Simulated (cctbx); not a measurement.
# What resolution and counting buy: Sc6Cr3Si8Ni5

Space group Immm (no. 71), a = 3.7080 Å, b = 8.5060 Å, c = 19.8070 Å, α = 90.00°, β = 90.00°, γ = 90.00°.

| atom | mult. | x | y | z | Ueq (Å²) |
| --- | --- | --- | --- | --- | --- |
| Ni1 | 8 | 1/2 | 0.7797 | 0.6969 | 0.0112 |
| Ni2 | 2 | 1/2 | 0 | 0 | 0.0122 |
| Cr1 | 2 | 0 | 1/2 | 0 | 0.0105 |
| Cr2 | 4 | 1/2 | 1/2 | 0.7728 | 0.0085 |
| Sc1 | 4 | 0 | 0 | 0.8909 | 0.0094 |
| Sc2 | 8 | 0 | 0.8024 | 0.5869 | 0.0102 |
| Si1 | 8 | 1/2 | 0.1364 | 0.8086 | 0.0155 |
| Si2 | 4 | 1/2 | 0 | 0.6315 | 0.0137 |
| Si3 | 4 | 0 | 0.8091 | 0 | 0.0125 |

This is a model crystal, built by substitution and not relaxed, with assumed displacement parameters.

Five simulated data sets (cctbx; Mo Kα, λ = 0.71073 Å; 6 % proportional error) differ in resolution or exposure (noise floor 8 counts in the first three, 8 in the last two). Each is refined with the right model, isotropic at 1.1 Å and anisotropic otherwise. How do the figures of merit and the uncertainties move?

| d min (Å) | top counts | ⟨I/σ⟩ (unmerged, absences included) | unique | param. (scale apart) | Rint | R1 | GooF | largest s.u. xyz (fractional) | s.u. U of Si1 (Å²) | largest error (Å) |
| --- | --- | --- | --- | --- | --- | --- | --- | --- | --- | --- |
| 1.1 | 70000 | 6.0 | 168 | 19 | 0.046 | 0.0219 | 1.92 | 0.00035 | 0.0009 | 0.0039 |
| 0.84 | 70000 | 5.1 | 355 | 40 | 0.042 | 0.0153 | 0.98 | 0.00015 | 0.0005 | 0.0013 |
| 0.6 | 70000 | 4.4 | 912 | 40 | 0.047 | 0.0162 | 0.94 | 0.00008 | 0.0002 | 0.0016 |
| 0.75 | 300 | 0.3 | 486 | 40 | 0.591 | 0.1210 | 0.93 | 0.00390 | 0.0136 | 0.0295 |
| 0.75 | 3000 | 1.6 | 486 | 40 | 0.134 | 0.0421 | 0.93 | 0.00057 | 0.0017 | 0.0046 |

GooF reaches 1.92 where the model lacks something that the data hold (anisotropy at the isotropic level, for one). The s.u. of U for Si1 goes 0.0009, 0.0005, 0.0002 Å² with resolution and 0.0136, 0.0017 Å² with exposure.

The 1.1 Å row also differs in its displacement model, so it isn't a clean test of resolution.

Hardware for the 0.6 Å refinement: 0.35 s on 1 thread of Arm Neoverse V2 (shared host), peak memory 0.09 GiB.
